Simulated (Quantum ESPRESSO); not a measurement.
**MnSi: magnetism against volume**

Wanted: the trend of the moments of MnSi with volume.

Main program and level: Quantum ESPRESSO 7.5; LDA; plane waves with GBRV 1.5 LDA potentials, no spin-orbit coupling.

Most raw output is cut from this account.

The database entry behind the starting cell differs from later determinations by our own check (0.1 to 0.3 % short, probably kX units), so it need not match the best structure at ambient conditions.

## (1) Starting point

Symmetry: P2_13, No. 198, cubic system. The conventional cell has a = 4.548 Å, b = 4.548 Å, c = 4.548 Å, α = 90.00°, β = 90.00°, γ = 90.00°. Nearest to Mn lie 7 Si at 2.30 to 2.53 Å. Si has 7 Mn at 2.30 to 2.53 Å nearest. Farther neighbours are not listed.

The cell comes from the Crystallography Open Database.

## (2) Volume 0.94, ferro ++++

All lengths scale alike; the factor is that of the volume. Atoms keep their fractional places. Seeded atoms are those given a starting moment.

The input, pw.in:

```
&CONTROL
  calculation = 'scf'
  prefix = 'pwscf'
  outdir = './tmp'
  pseudo_dir = './pseudo'
  disk_io = 'nowf'
  tprnfor = .true.
  tstress = .true.
/
&SYSTEM
  ibrav = 0
  nat = 8
  ntyp = 2
  ecutwfc = 40
  ecutrho = 280
  nbnd = 57
  occupations = 'smearing'
  smearing = 'fd'
  degauss = 0.00734986
  nspin = 2
  starting_magnetization(1) = 0.2333
  starting_magnetization(2) = 0
/
&ELECTRONS
  conv_thr = 1.6d-08
  electron_maxstep = 150
  mixing_beta = 0.3
/
ATOMIC_SPECIES
Mn     54.9380 mn_lda_v1.5.uspp.F.UPF
Si     28.0850 si_lda_v1.uspp.F.UPF
CELL_PARAMETERS angstrom
   4.4551576224    0.0000000000    0.0000000000
   0.0000000000    4.4551576224    0.0000000000
   0.0000000000    0.0000000000    4.4551576224
ATOMIC_POSITIONS crystal
Mn      0.1380000000    0.1380000000    0.1380000000
Mn      0.3620000000    0.8620000000    0.6380000000
Mn      0.6380000000    0.3620000000    0.8620000000
Mn      0.8620000000    0.6380000000    0.3620000000
Si      0.8460000000    0.8460000000    0.8460000000
Si      0.6540000000    0.1540000000    0.3460000000
Si      0.3460000000    0.6540000000    0.1540000000
Si      0.1540000000    0.3460000000    0.6540000000
K_POINTS automatic
6 6 6 0 0 0
```

Run with:

```sh
$ OMP_NUM_THREADS=1 mpirun -n 2 pw.x -nk 2 -in pw.in > pw.out
```

Run time: 3 min. Hardware: 2 MPI ranks of Arm Neoverse V1, shared host; peak memory 0.3 GiB; 6.1 min of CPU time.

Spin moment in the atom's sphere by atom:

| atom | spin moment in the atom's sphere (μB) |
| --- | --- |
| Mn1 | 0.556 |
| Mn2 | 0.556 |
| Mn3 | 0.556 |
| Mn4 | 0.556 |
| Si5 | -0.017 |
| Si6 | -0.017 |
| Si7 | -0.017 |
| Si8 | -0.017 |

This step gave:

| Property | Result |
| --- | --- |
| smearing term TS | 0.2457 eV |
| pressure | -4.583 GPa |
| magnetization | 2.258 μB |
| absolute magnetization | 2.517 μB |
| final state | ferromagnetic |

## (3) Volume 0.94, antiferro ++--

pw.in: that of step 2 with these lines changed.

```diff
@@ -12,6 +12,6 @@
   nat = 8
-  ntyp = 2
+  ntyp = 3
   ecutwfc = 40
   ecutrho = 280
-  nbnd = 57
+  nbnd = 50
   occupations = 'smearing'
@@ -21,3 +21,4 @@
   starting_magnetization(1) = 0.2333
-  starting_magnetization(2) = 0
+  starting_magnetization(2) = -0.2333
+  starting_magnetization(3) = 0
 /
@@ -29,3 +30,4 @@
 ATOMIC_SPECIES
-Mn     54.9380 mn_lda_v1.5.uspp.F.UPF
+Mn1    54.9380 mn_lda_v1.5.uspp.F.UPF
+Mn2    54.9380 mn_lda_v1.5.uspp.F.UPF
 Si     28.0850 si_lda_v1.uspp.F.UPF
@@ -36,6 +38,6 @@
 ATOMIC_POSITIONS crystal
-Mn      0.1380000000    0.1380000000    0.1380000000
-Mn      0.3620000000    0.8620000000    0.6380000000
-Mn      0.6380000000    0.3620000000    0.8620000000
-Mn      0.8620000000    0.6380000000    0.3620000000
+Mn1     0.1380000000    0.1380000000    0.1380000000
+Mn1     0.3620000000    0.8620000000    0.6380000000
+Mn2     0.6380000000    0.3620000000    0.8620000000
+Mn2     0.8620000000    0.6380000000    0.3620000000
 Si      0.8460000000    0.8460000000    0.8460000000
```

The job ended after 7.2 min (2 MPI ranks; peak memory 0.62 GiB).

Spin moment in the atom's sphere by atom:

| atom | spin moment in the atom's sphere (μB) |
| --- | --- |
| Mn1 | 0.0012 |
| Mn2 | 0.0012 |
| Mn3 | 0.0011 |
| Mn4 | 0.0011 |
| Si5 | 0.0000 |
| Si6 | 0.0000 |
| Si7 | 0.0000 |
| Si8 | 0.0000 |

This step gave:

- smearing term TS: 0.2943 eV
- pressure: -5.270 GPa
- magnetization: 0.005 μB
- absolute magnetization: 0.005 μB
- final state: non-magnetic

## (4) Volume 0.94, no spin polarisation

The input, pw.in:

```
&CONTROL
  calculation = 'scf'
  prefix = 'pwscf'
  outdir = './tmp'
  pseudo_dir = './pseudo'
  disk_io = 'nowf'
  tprnfor = .true.
  tstress = .true.
/
&SYSTEM
  ibrav = 0
  nat = 8
  ntyp = 2
  ecutwfc = 40
  ecutrho = 280
  nbnd = 50
  occupations = 'smearing'
  smearing = 'fd'
  degauss = 0.00734986
/
&ELECTRONS
  conv_thr = 1.6d-08
  electron_maxstep = 150
  mixing_beta = 0.3
/
ATOMIC_SPECIES
Mn     54.9380 mn_lda_v1.5.uspp.F.UPF
Si     28.0850 si_lda_v1.uspp.F.UPF
CELL_PARAMETERS angstrom
   4.4551576224    0.0000000000    0.0000000000
   0.0000000000    4.4551576224    0.0000000000
   0.0000000000    0.0000000000    4.4551576224
ATOMIC_POSITIONS crystal
Mn      0.1380000000    0.1380000000    0.1380000000
Mn      0.3620000000    0.8620000000    0.6380000000
Mn      0.6380000000    0.3620000000    0.8620000000
Mn      0.8620000000    0.6380000000    0.3620000000
Si      0.8460000000    0.8460000000    0.8460000000
Si      0.6540000000    0.1540000000    0.3460000000
Si      0.3460000000    0.6540000000    0.1540000000
Si      0.1540000000    0.3460000000    0.6540000000
K_POINTS automatic
6 6 6 0 0 0
```

Run time: 45 s. Hardware: 2 MPI ranks; peak memory 0.33 GiB; 90 s of CPU time.

Read from the output:

* smearing term TS: 0.2943 eV
* pressure: -5.356 GPa
* final state: non-magnetic (no spin polarisation)

## (5) Volume 1.06, no spin polarisation

pw.in: that of step 4 with these lines changed.

```diff
@@ -29,5 +29,5 @@
 CELL_PARAMETERS angstrom
-   4.4551576224    0.0000000000    0.0000000000
-   0.0000000000    4.4551576224    0.0000000000
-   0.0000000000    0.0000000000    4.4551576224
+   4.6371991164    0.0000000000    0.0000000000
+   0.0000000000    4.6371991164    0.0000000000
+   0.0000000000    0.0000000000    4.6371991164
 ATOMIC_POSITIONS crystal
```

The job ended after 58 s (2 MPI ranks; peak memory 0.28 GiB).

Read from the output:

```
smearing term TS : 0.3430 eV
pressure         : -26.41 GPa
final state      : non-magnetic (no spin polarisation)
```

## (6) The series

The runs not shown differ from these in the moved quantity alone.

States, by row:

| volume | ferro ++++ | antiferro ++-- | no spin polarisation |
| --- | --- | --- | --- |
| 0.94 | ferromagnetic | non-magnetic | non-magnetic |
| 0.97 | ferromagnetic | - | non-magnetic |
| 1 | ferromagnetic | - | non-magnetic |
| 1.03 | ferromagnetic | - | non-magnetic |
| 1.06 | ferromagnetic | - | non-magnetic |
| 1.1 | ferromagnetic | antiferromagnetic | - |

Largest site moment against volume:

| volume (factor) | ferro ++++ (μB) | antiferro ++-- (μB) |
| --- | --- | --- |
| 0.9400 | 0.556 | 0.00118 |
| 0.9700 | 0.687 | - |
| 1.0000 | 0.798 | - |
| 1.0300 | 0.900 | - |
| 1.0600 | 1.01 | - |
| 1.1000 | 1.24 | 0.702 |

Energy less that of the parallel start against volume; values in meV a seeded atom:

| volume (factor) | antiferro ++-- | no spin polarisation |
| --- | --- | --- |
| 0.9400 | 3.62 | 3.61 |
| 0.9700 | - | 7.97 |
| 1.0000 | - | 13.8 |
| 1.0300 | - | 21.0 |
| 1.0600 | - | 29.6 |
| 1.1000 | 40.1 | - |

Energy over the lowest against volume; values in meV an atom:

| volume (factor) | ferro ++++ | antiferro ++-- | no spin polarisation |
| --- | --- | --- | --- |
| 0.9400 | 0 | 1.81 | 1.80 |
| 0.9700 | 17.2 | - | 21.1 |
| 1.0000 | 47.2 | - | 54.1 |
| 1.0300 | 88.0 | - | 98.5 |
| 1.0600 | 138 | - | 152 |
| 1.1000 | 214 | 234 | - |

## (7) What came out

| Property | Result |
| --- | --- |
| moment, parallel start | 0.556 to 1.24 μB |
| states met from these starts | antiferromagnetic, ferromagnetic and non-magnetic |

**Reading.** The moment of the parallel start goes from 0.556 μB at 0.94 to 1.24 μB at 1.1. The net moment of the cell goes from 2.26 to 4.83 μB. The radius of the spheres follows the nearest distance, so part of the change of the site moments is the spheres'. Some or all runs of the second start lost their moments or typed signs, and their energies are those of the state reached. The largest moment of the start antiferro ++-- lies between 0.00118 and 0.702 μB. Dashes mark runs that did not finish or were not started for lack of time. The start antiferro ++-- lies over the parallel one at every finished point, by 3.62 to 40.1 meV a seeded atom. Energies are free energies at an electronic temperature of 1160 K, which lowers moments and differences where the moments are itinerant.

[Logs and program files are shortened in this print: banners, set-up blocks, solver, clock and traceback lines can be left out without a mark of their own.]

[Logs are printed without paths, hosts, clocks, repeated set-up lines and the standing remarks that a program may print on its own settings, such as how far it seeks lower states.]

[Hosts, paths, dates, database ids (printed as entryN), source tags and the programs' standing remarks are cut or masked in the printed files.]

[Where a cell is said to come from a database of computed structures, the database is the Materials Project.]
